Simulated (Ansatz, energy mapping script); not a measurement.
# NiO in the rock-salt structure: J from the energies of magnetic orders

Wanted: the magnetic order of NiO in the rock-salt structure, its couplings and an estimate of its ordering temperature, by LDA+U (7.2 eV).

Program: Ansatz 0.2.0. Level of theory: LDA with U = 7.2 eV on Ni d, ortho-atomic projectors; plane waves, U on orthogonalised atomic orbitals unless named otherwise, collinear spin, no spin–orbit coupling. Results are calculated unless marked as measured.

Experimental background.

For NiO, rock-salt (unstrained reference value), “Band gap bowing in NixMg1−xO” (2016, pmc:4977526) quotes earlier work: lattice constant a (cubic lattice constant, quoted from earlier experiment) 4.177 Å [literature experimental value used as input for Vegard's law in the calculations; sample …].

For NiO, rock salt (literature value for NiO), “Observation and resonant x-ray optical interpretation of multi-atom resonant photoemission effects in O 1s emission from NiO” (2006, arxiv:cond-mat/0609101) quotes earlier work: ordering temperature (Neel temperature) 524 K [Literature value cited from another work, not measured on this sample.].

### Step 1. The starting structure

Symmetry: Fm-3m, No. 225, cubic system. The conventional cell has a = 4.203 Å, b = 4.203 Å, c = 4.203 Å, α = 90.00°, β = 90.00°, γ = 90.00°. Nearest to Ni lie 6 O at 2.10 Å. Nearest to O lie 6 Ni at 2.10 Å. rocksalt prototype, lattice guessed from radii. Farther neighbours and most contacts between anions are not listed.

This cell was built for the study (rocksalt prototype, lattice guessed from radii), not taken from an experiment; the compound need not form in this structure.

The cell was relaxed beforehand in Ansatz under PBEsol with U = 6 eV on Ni d, ortho-atomic projectors, from parallel moments.

A Hubbard U penalises fractional filling of the shell. It raises the cost of virtual hops to the neighbours, so couplings that rest on such hops usually weaken.

### Step 2. One set of occupation matrices for all orders

A corrected shell can settle in several orbital fillings. One parallel run, with an occupation width a fifth wider than the orders use, therefore is to supply the occupation matrices. All orders start from them.

Contents of input.yaml:

```yaml
crystal:
  lattice:
    - [0.0, 2.10134405, 2.10134405]
    - [2.10134405, 0.0, 2.10134405]
    - [2.10134405, 2.10134405, 0.0]
  atoms:
    - { symbol: Ni, position: [0.0, 0.0, 0.0], spin: 2.0 }
    - { symbol: O, position: [0.5, 0.5, 0.5] }
magnetization:
  spin_polarized: true
kpoints:
  mp_grid: { grid: [11, 11, 11] }
hamiltonian:
  xc: lda
  hubbard:
    sites: [{ species: Ni, l: d, u_eff: 7.2 }]
    projectors: ortho-atomic
scf:
  occupations: { method: fermi_dirac, width: 0.06 }
output:
  eigenvalues: true
```

Launch:

```bash
ansatz run input.yaml --threads 4 --pin off --max-ram 8192MiB --backend cpu --events-out ev --progress --plain --runs-dir out
```

Numbers of over 12 decimals in the logs are rounded to 6 here.

Output:

```text
Engine: ansatz 0.2.0, aarch64-unknown-linux-gnu
Pseudopotentials: kind: paw
Pseudopotential: Ni, paw, valence charge 18, recommended cutoff 420 eV (normal), Ni.paw.azcp
Pseudopotential: O, paw, valence charge 6, recommended cutoff 420 eV (normal), O.paw.azcp
Functional definition: SPW92
  exchange = slater_x
  correlation = pw_c
Crystal: 2 atoms, lattice volume = 18.558 Å³
Basis set: ecut = 420 eV, 339 PW (Γ)
Bands: 17, of which v1, the nominal top of the filled ones, is band 12 counted from 1 (11 counted from 0)
Symmetry: 48 space group operations
Space group: Fm-3m (ITA 225), of the structure as read, at distance tolerance 2.6e-5 Å
Magnetic group: BNS 225.116 (UNI 1618), of the structure as read, at distance tolerance 2.6e-5 Å
k-points: 56 of 1331
Non-local potential: Ni, projectors of the file, l = 0: 3, l = 1: 2, l = 2: 3, l = 3: 1
Non-local potential: O, projectors of the file, l = 0: 2, l = 1: 2, l = 2: 1
PAW form: soft (Blöchl's): semilocal exchange-correlation on the pseudo side does not see the compensation charge
PAW frozen core: Ni, regenerated for the run's functional, and the local potential with it (the file was generated under x = pbe(κ = 0.804, μ = 0.219515), c = pbe(β = 0.066725))
PAW frozen core: O, regenerated for the run's functional, and the local potential with it (the file was generated under x = pbe(κ = 0.804, μ = 0.219515), c = pbe(β = 0.066725))
PAW one-centre angular grid: Ni, 590 points (default); XC on 64 Gauss nodes
PAW one-centre angular grid: O, 110 points (default); XC on 64 Gauss nodes
Initial density: superposition of atomic densities (chi_scale 0.1, normalization cell, long waves kept (reshape's long-wave potential 0.00 eV rms))
Starting moments: Σ|m| = 2 μB on 1 of 2 sites
Initial wavefunctions: pseudopotential atomic-orbital guess
Functional: x = slater, c = lda
SCF iter   1: F=—  HF=-6327.021789 eV  |F-HF|=—  |Δ(HF+E_count)|=         —  Δρ=4.06e-1 (↑1.14e-1 ↓4.06e-1)  dr2=3.50e1  dr2_m=5.10e0  M=0.515 μB ∫|m|=0.517 μB  β_m=0.30  ethr=3.10e-3  ⟨swp⟩=5.7  Hψ=8334  notcnv=0
preconditioner: auto → none  [metal: Δε(μ)=0.036 eV  Ē_g=16.493 eV  σ=0.060 eV  W_gap=0.15  n_scr=8 (ndim 8)  ℏωp=34.5 eV  f_vac=0.000  D(μ)=1.86/eV (n_scr^D=26)  sad-step TF]
SCF iter   2: F=—  HF=-6323.463064 eV  |F-HF|=—  |Δ(HF+E_count)|=    3.56e0  Δρ=7.39e-2 (↑5.44e-2 ↓7.39e-2)  dr2=4.92e-1  dr2_m=2.55e-1  M=1.656 μB ∫|m|=1.658 μB  β_m=1.00  ethr=3.10e-3  ⟨swp⟩=3.2  Hψ=5294  notcnv=0  defer=16
SCF iter   3: F=—  HF=-6323.945453 eV  |F-HF|=—  |Δ(HF+E_count)|=   4.82e-1  Δρ=5.00e-2 (↑3.43e-2 ↓5.00e-2)  dr2=2.33e-1  dr2_m=8.25e-2  M=1.864 μB ∫|m|=1.870 μB  β_m=1.00  ethr=2.05e-3  ⟨swp⟩=2.5  Hψ=4261  notcnv=0  defer=21
[...]
SCF iter  12: F=—  HF=-6325.525107 eV  |F-HF|=—  |Δ(HF+E_count)|=   3.49e-4  Δρ=1.26e-3 (↑1.72e-4 ↓1.26e-3)  dr2=1.88e-4  dr2_m=8.60e-5  M=2.000 μB ∫|m|=2.007 μB  β_m=0.67  ethr=5.27e-6  ⟨swp⟩=2.0  Hψ=2322  notcnv=0  defer=58
SCF iter  13: F=—  HF=-6325.525099 eV  |F-HF|=—  |Δ(HF+E_count)|=   8.02e-6  Δρ=1.56e-4 (↑7.71e-5 ↓1.56e-4)  dr2=1.15e-6  dr2_m=2.23e-6  M=2.000 μB ∫|m|=2.007 μB  β_m=0.84  ethr=7.83e-7  ⟨swp⟩=1.7  Hψ=2356  notcnv=0  defer=58
SCF iter  14: F=-6325.525100 eV  HF=-6325.525100 eV  |F-HF|=1.30e-8  |Δ(HF+E_count)|=   8.39e-7  Δρ=1.24e-5 (↑6.80e-6 ↓1.24e-5)  dr2=2.02e-8  dr2_m=1.08e-8  M=2.000 μB ∫|m|=2.007 μB  ethr=4.17e-10  ⟨swp⟩=4.3  Hψ=7277  notcnv=0
SCF 1 converged in 14 iterations: F = -6325.525100 eV  dr2 = 2.02e-8
[...]
Symmetry: 8 space group operations
k-points: 186 of 1331
[...]
Starting moments: Σ|m| = 2 μB on 1 of 2 sites; this step starts from the density that it was given
[...]
an SCF along what the orbitals of the run's state read of its open shells (or to have them read: on a GPU, or by another smearing), with 40 of the crystal's symmetry operations given up (186 k-points in place of 56), reached no lower state that the run goes on to. This is no proof of a minimum
SCF converged after 14 iterations
Magnetization: 2.0000 μB (13.0000 up, 11.0000 down)
Absolute magnetization: 2.0056 μB (∫|ρ↑−ρ↓|, with the PAW one-centre terms)
Spin contamination: 0.0016 ħ² per cell (⟨S²⟩ above its minimum at these occupations)
Per-site moments (μB) at R_I (Å): [(1.711279, 0.866804420625), (0.214762, 0.866804420625)]
Free energy (F): -6325.525100 eV
Harris-Foulkes:  -6325.525100 eV  (|F-HF|=1.30e-8)
Internal energy: -6325.525100 eV  (E = F + TS)
E sigma→0 (E₀):  -6325.525100 eV
Fermi energy:    13.917500 eV
--- Per-component energies (eV) ---
  E_band       = -375.090620
  E_kinetic    = 448.696327
  E_local      = -4018.309194  (includes V_loc(G=0)·N_el)
  E_nonlocal   = 693.577550
  E_hartree    = 1644.283246
  E_xc         = -154.275830
  E_vxc        = -199.054579  (∫ρ·V_xc dr)
  E_hubbard    = 0.976385  (on-site DFT+U / exact-exchange correction)
  E_vhub       = -27.864492  (the Hubbard potential's part of the band-sum identity)
  E_paw        = -1710.127597  (= ΣΔE_a)
  E_vpaw       = -560.714330  (= ΣTr[D̂ρ^β])
  E_aug_tail   = 0.002935  (compensation charges beyond the density's cutoff)
  E_ewald      = -3230.879964
  E_core_change = 0.531042  (= ΣΔE_core)
  E_smearing   = -0.000000  (= −TS)
  E_closure    = -0.000000  (closes the sum)
  Σ components = -6325.525100   (vs F -6325.525100, Δ=0.00e0)
--- Band table (eV; the first three rows and the last of 112) ---
  k-point 0 ↑: bands = [... 8 lower, 6.7638, 6.7638, 11.2195, 11.2195, 11.2195, 15.0867, 31.1530, 32.0439, ... 1 higher]
  k-point 1 ↑: bands = [... 8 lower, 6.7946, 6.7946, 10.7032, 11.3798, 11.3798, 15.7166, 29.2186, 31.7093, ... 1 higher]
  k-point 2 ↑: bands = [... 8 lower, 6.9120, 6.9120, 9.8561, 11.7789, 11.7789, 16.9542, 26.9198, 30.5039, ... 1 higher]
  k-point 55 ↓: bands = [... 8 lower, 9.2412, 10.0923, 10.1280, 15.5630, 16.0638, 22.2854, 24.2342, 24.4468, ... 1 higher]
Occupation matrices written to <dir>
```

Elapsed: 2.8 s, on 4 threads of Arm Neoverse V1, shared host; peak memory 0.45 GiB.

Reading the cycles: dr2 is the Hartree energy of the density residual (eV), the measure of convergence; HF is the Harris–Foulkes estimate of the energy, which meets the free energy F at convergence.

Read from the output:

```
final state                       : ferromagnetic
electrons in the corrected shells : 8.283 e
largest moment                    : 1.711 μB
```

### Step 3. Parallel start in cell A (4 atoms)

Each cell gets its own parallel run on the same mesh, so that most of the mesh error cancels in the differences.

Contents of input.yaml:

```yaml
crystal:
  lattice:
    - [0.0, -2.10134405, -2.10134405]
    - [-2.10134405, 0.0, -2.10134405]
    - [2.10134405, 2.10134405, -4.2026881]
  atoms:
    - { symbol: Ni, position: [0.5, 0.5, 0.5], spin: 2.0 }
    - { symbol: Ni, position: [0.0, 0.0, 0.0], spin: 2.0 }
    - { symbol: O, position: [0.75, 0.75, 0.75] }
    - { symbol: O, position: [0.25, 0.25, 0.25] }
magnetization:
  spin_polarized: true
kpoints:
  mp_grid: { grid: [11, 11, 11] }
hamiltonian:
  xc: lda
  hubbard:
    sites:
      - { species: Ni, l: d, u_eff: 7.2 }
      - { site: 0, l: d, u_eff: 7.2, starting_ns: [{ spin: up, occupation_matrix: ni1_major }, { spin: down, occupation_matrix: ni1_minor }] }
      - { site: 1, l: d, u_eff: 7.2, starting_ns: [{ spin: up, occupation_matrix: ni1_major }, { spin: down, occupation_matrix: ni1_minor }] }
    projectors: ortho-atomic
    occupation_matrices:
      ni1_major:
        matrix:
          - [0.998, 0.0, 0.0, 0.0, 0.0]
          - [0.0, 0.999, 0.0, 0.0, 0.0]
          - [0.0, 0.0, 0.999, 0.0, 0.0]
          - [0.0, 0.0, 0.0, 0.998, 0.0]
          - [0.0, 0.0, 0.0, 0.0, 0.999]
      ni1_minor:
        matrix:
          - [0.15, 0.0, 0.0, 0.0, 0.0]
          - [0.0, 0.997, 0.0, 0.0, 0.0]
          - [0.0, 0.0, 0.997, 0.0, 0.0]
          - [0.0, 0.0, 0.0, 0.15, 0.0]
          - [0.0, 0.0, 0.0, 0.0, 0.997]
scf:
  occupations: { method: fermi_dirac, width: 0.05 }
output:
  eigenvalues: true
```

Output:

```text
[...]
Crystal: 4 atoms, lattice volume = 37.115 Å³
Basis set: ecut = 420 eV, 707 PW (Γ)
Bands: 32, of which v1, the nominal top of the filled ones, is band 24 counted from 1 (23 counted from 0)
Symmetry: 24 space group operations
[...]
k-points: 146 of 1331
[...]
Starting moments: Σ|m| = 4 μB on 2 of 4 sites
[...]
SCF iter   1: F=—  HF=-12653.045045 eV  |F-HF|=—  |Δ(HF+E_count)|=         —  Δρ=2.12e-1 (↑7.17e-2 ↓2.12e-1)  dr2=2.08e1  dr2_m=1.92e0  M=3.044 μB ∫|m|=3.046 μB  β_m=0.30  ethr=3.10e-3  ⟨swp⟩=5.5  Hψ=33682  notcnv=0  defer=4
[...]
spin=Collinear: Kerker preconditioning applied to the charge; magnetization (m = ρ↑ − ρ↓) channel mixes plain (no charge-response kernel on spin).
SCF iter   2: F=—  HF=-12650.837369 eV  |F-HF|=—  |Δ(HF+E_count)|=    2.21e0  Δρ=8.12e-2 (↑3.49e-2 ↓8.12e-2)  dr2=6.04e-1  dr2_m=6.96e-1  M=4.000 μB ∫|m|=4.005 μB  β_m=1.00  ethr=3.10e-3  ⟨swp⟩=3.0  Hψ=21724  notcnv=0  defer=589
[...]
SCF iter  14: F=-12651.050193 eV  HF=-12651.050193 eV  |F-HF|=1.80e-10  |Δ(HF+E_count)|=   1.04e-8  Δρ=1.62e-6 (↑1.14e-6 ↓1.62e-6)  dr2=1.02e-10  dr2_m=6.31e-10  M=4.000 μB ∫|m|=4.013 μB  ethr=1.96e-11  ⟨swp⟩=1.1  Hψ=24182  notcnv=0
SCF 1 converged in 14 iterations: F = -12651.050193 eV  dr2 = 1.02e-10
[...]
SCF converged after 14 iterations
an eigenvalue changed by more than its tolerance at an iteration that met the thresholds in force, so the SCF went on 1 time: the last check found none over its tolerance
Magnetization: 4.0000 μB (26.0000 up, 22.0000 down)
Absolute magnetization: 4.0114 μB (∫|ρ↑−ρ↓|, with the PAW one-centre terms)
[...]
Per-site moments (μB) at R_I (Å): [(1.711281, 0.866804420625), (1.711281, 0.866804420625), (0.214748, 0.866804420625), (0.214748, 0.866804420625)]
Free energy (F): -12651.050193 eV
[...]
Internal energy: -12651.050193 eV  (E = F + TS)
E sigma→0 (E₀):  -12651.050193 eV
Fermi energy:    13.913020 eV
[...]
--- Specified on-site occupations, and those of the state reported ---
  electrons in the specified blocks: 16.5680 specified, 16.5652 found
  site 0 (l=d) ↓: largest change of an orbital's occupation 0.0003; electrons 3.2910 specified, 3.2903 found; spectral distance 0.0005
[...]
site 0 (l=d) ↑: largest change of an orbital's occupation 0.0002; electrons 4.9930 specified, 4.9922 found; spectral distance 0.0004
[...]
--- Band table (eV; the first three rows and the last of 292) ---
  k-point 0 ↑: bands = [... 20 lower, 9.2515, 11.2197, 11.2197, 11.2197, 12.9305, 12.9305, 15.0867, 19.0494, ... 4 higher]
  k-point 1 ↑: bands = [... 20 lower, 9.2456, 11.0705, 11.2613, 11.2613, 12.8998, 12.8998, 15.2634, 19.0411, ... 4 higher]
  k-point 2 ↑: bands = [... 20 lower, 9.2313, 10.7033, 11.3800, 11.3800, 12.8089, 12.8089, 15.7166, 18.9913, ... 4 higher]
  k-point 145 ↓: bands = [... 20 lower, 10.2678, 10.3097, 15.6902, 15.9730, 16.2143, 16.5337, 21.6897, 21.9609, ... 4 higher]
Occupation matrices written to <dir>
```

Run time: 13 s. Hardware: 4 threads; peak memory 0.54 GiB; 41 s of CPU time.

Spin moment in the sphere by atom:

```
atom  spin moment in the sphere (μB)
 Ni1                            1.71
 Ni2                            1.71
  O3                            0.21
  O4                            0.21
```

The run ends ferromagnetic.

### Step 4. Run 2 (compensated +−; cell A, 4 atoms)

This order reverses 6 of the 12 neighbours at 2.97 Å, 6 of the 6 neighbours at 4.20 Å and 12 of the 24 neighbours at 5.15 Å, counted for an average magnetic atom.

input.yaml, as its differences from that of step 3:

```diff
@@ -7,3 +7,3 @@
     - { symbol: Ni, position: [0.5, 0.5, 0.5], spin: 2.0 }
-    - { symbol: Ni, position: [0.0, 0.0, 0.0], spin: 2.0 }
+    - { symbol: Ni, position: [0.0, 0.0, 0.0], spin: -2.0 }
     - { symbol: O, position: [0.75, 0.75, 0.75] }
@@ -20,3 +20,3 @@
       - { site: 0, l: d, u_eff: 7.2, starting_ns: [{ spin: up, occupation_matrix: ni1_major }, { spin: down, occupation_matrix: ni1_minor }] }
-      - { site: 1, l: d, u_eff: 7.2, starting_ns: [{ spin: up, occupation_matrix: ni1_major }, { spin: down, occupation_matrix: ni1_minor }] }
+      - { site: 1, l: d, u_eff: 7.2, starting_ns: [{ spin: up, occupation_matrix: ni1_minor }, { spin: down, occupation_matrix: ni1_major }] }
     projectors: ortho-atomic
```

Output:

```text
[...]
Crystal: 4 atoms, lattice volume = 37.115 Å³
Basis set: ecut = 420 eV, 707 PW (Γ)
Bands: 32, of which v1, the nominal top of the filled ones, is band 24 counted from 1 (23 counted from 0)
Symmetry: 12 space group operations
[...]
k-points: 146 of 1331
[...]
Starting moments: Σ|m| = 4 μB on 2 of 4 sites
Starting magnetic order: antiferromagnet; a translation exchanges its spin sublattices: spin-degenerate at every k-point
[...]
SCF iter   1: F=—  HF=-12653.745377 eV  |F-HF|=—  |Δ(HF+E_count)|=         —  Δρ=1.55e-1 (↑1.55e-1 ↓1.55e-1)  dr2=2.03e1  dr2_m=1.71e0  M=0.000 μB ∫|m|=2.584 μB  β_m=0.30  ethr=3.10e-3  ⟨swp⟩=5.4  Hψ=16915  notcnv=0  defer=44
[...]
SCF iter  13: F=-12651.259086 eV  HF=-12651.259086 eV  |F-HF|=1.25e-8  |Δ(HF+E_count)|=   8.36e-8  Δρ=6.78e-6 (↑6.78e-6 ↓6.78e-6)  dr2=2.36e-8  dr2_m=4.61e-9  M=0.000 μB ∫|m|=3.548 μB  ethr=2.08e-10  ⟨swp⟩=8.4  Hψ=19449  notcnv=0
SCF 1 converged in 13 iterations: F = -12651.259086 eV  dr2 = 2.36e-8
[...]
SCF converged after 13 iterations
Magnetization: 0.0000 μB (24.0000 up, 24.0000 down)
Absolute magnetization: 3.5461 μB (∫|ρ↑−ρ↓|, with the PAW one-centre terms)
[...]
Per-site moments (μB) at R_I (Å): [(1.651902, 0.866804420625), (-1.651902, 0.866804420625), (-3.491440717806212e-17, 0.866804420625), (1.2638192690810754e-17, 0.866804420625)]
Free energy (F): -12651.259086 eV
[...]
Internal energy: -12651.259086 eV  (E = F + TS)
E sigma→0 (E₀):  -12651.259086 eV
Fermi energy:    13.778696 eV
[...]
--- Specified on-site occupations, and those of the state reported ---
  electrons in the specified blocks: 16.5680 specified, 16.6413 found
[...]
--- Band table (eV; the first three rows and the last of 292) ---
  k-point 0 ↑: bands = [... 20 lower, 11.3115, 11.3160, 11.3888, 11.3888, 15.2453, 16.1461, 16.1461, 19.1572, ... 4 higher]
  k-point 1 ↑: bands = [... 20 lower, 11.1358, 11.1761, 11.5809, 11.5809, 15.4200, 16.1300, 16.1300, 19.1522, ... 4 higher]
  k-point 2 ↑: bands = [... 20 lower, 10.9566, 10.9566, 11.8042, 11.8042, 15.8696, 16.0857, 16.0857, 19.1110, ... 4 higher]
  k-point 145 ↓: bands = [... 20 lower, 9.8166, 9.9997, 11.2375, 11.3364, 15.9937, 16.0609, 21.4324, 21.7702, ... 4 higher]
Occupation matrices written to <dir>
```

Elapsed: 7.3 s, on 4 threads; peak memory 0.51 GiB.

Spin moment in the sphere by atom:

```
atom  spin moment in the sphere (μB)
 Ni1                            1.65
 Ni2                           -1.65
  O3                            0.00
  O4                            0.00
```

The run ends antiferromagnetic, 104.45 meV a magnetic atom below the parallel order of its cell.

### Step 5. Parallel start in cell B (4 atoms)

A new cell needs its own zero of energy.

This run holds the same structure in another cell (c 5.147 → 4.203 Å, α 73.2 → 90.0°, β 73.2 → 90.0°, γ 60.0 → 90.0°).

Contents of input.yaml:

```yaml
crystal:
  lattice:
    - [0.0, -2.10134405, -2.10134405]
    - [0.0, 2.10134405, -2.10134405]
    - [4.2026881, 0.0, 0.0]
  atoms:
    - { symbol: Ni, position: [0.5, 0.5, 0.5], spin: 2.0 }
    - { symbol: Ni, position: [0.0, 0.0, 0.0], spin: 2.0 }
    - { symbol: O, position: [0.5, 0.5, 0.0] }
    - { symbol: O, position: [0.0, 0.0, 0.5] }
magnetization:
  spin_polarized: true
kpoints:
  mp_grid: { grid: [9, 9, 7] }
hamiltonian:
  xc: lda
  hubbard:
    sites:
      - { species: Ni, l: d, u_eff: 7.2 }
      - { site: 0, l: d, u_eff: 7.2, starting_ns: [{ spin: up, occupation_matrix: ni1_major }, { spin: down, occupation_matrix: ni1_minor }] }
      - { site: 1, l: d, u_eff: 7.2, starting_ns: [{ spin: up, occupation_matrix: ni1_major }, { spin: down, occupation_matrix: ni1_minor }] }
    projectors: ortho-atomic
    occupation_matrices:
      ni1_major:
        matrix:
          - [0.998, 0.0, 0.0, 0.0, 0.0]
          - [0.0, 0.999, 0.0, 0.0, 0.0]
          - [0.0, 0.0, 0.999, 0.0, 0.0]
          - [0.0, 0.0, 0.0, 0.998, 0.0]
          - [0.0, 0.0, 0.0, 0.0, 0.999]
      ni1_minor:
        matrix:
          - [0.15, 0.0, 0.0, 0.0, 0.0]
          - [0.0, 0.997, 0.0, 0.0, 0.0]
          - [0.0, 0.0, 0.997, 0.0, 0.0]
          - [0.0, 0.0, 0.0, 0.15, 0.0]
          - [0.0, 0.0, 0.0, 0.0, 0.997]
scf:
  occupations: { method: fermi_dirac, width: 0.05 }
output:
  eigenvalues: true
```

Output:

```text
[...]
Crystal: 4 atoms, lattice volume = 37.115 Å³
Basis set: ecut = 420 eV, 699 PW (Γ)
Bands: 32, of which v1, the nominal top of the filled ones, is band 24 counted from 1 (23 counted from 0)
Symmetry: 32 space group operations
[...]
k-points: 60 of 567
[...]
Starting moments: Σ|m| = 4 μB on 2 of 4 sites
[...]
k-point 1 ↑: bands = [... 20 lower, 8.4375, 9.9998, 9.9998, 11.0278, 11.2119, 11.2119, 15.6418, 19.4036, ... 4 higher]
  k-point 2 ↑: bands = [... 20 lower, 9.3294, 10.3658, 10.3658, 10.6918, 11.1621, 11.1621, 16.9040, 19.6853, ... 4 higher]
  k-point 59 ↓: bands = [... 20 lower, 10.1373, 10.3127, 15.5477, 15.5814, 16.0781, 16.0900, 22.1651, 22.2009, ... 4 higher]
Occupation matrices written to <dir>
[key lines of the parts left out:]
SCF converged after 14 iterations
Magnetization: 4.0000 μB (26.0000 up, 22.0000 down)
Free energy (F): -12651.050090 eV
Fermi energy:    13.900328 eV
```

Elapsed: 3.9 s, on 4 threads; peak memory 0.39 GiB.

The run ends ferromagnetic. For each magnetic atom its energy differs from the parallel run of the first cell by 0.05 meV, an error that one common reference would have brought in.

[end of part 1 of 2]

[Logs and program files are shortened in this print: banners, set-up blocks, solver, clock and traceback lines can be left out without a mark of their own.]

[Logs are printed without paths, hosts, clocks, repeated set-up lines and the standing remarks that a program may print on its own settings, such as how far it seeks lower states.]

[Hosts, paths, dates, database ids (printed as entryN), source tags and the programs' standing remarks are cut or masked in the printed files.]

[Where a cell is said to come from a database of computed structures, the database is the Materials Project.]
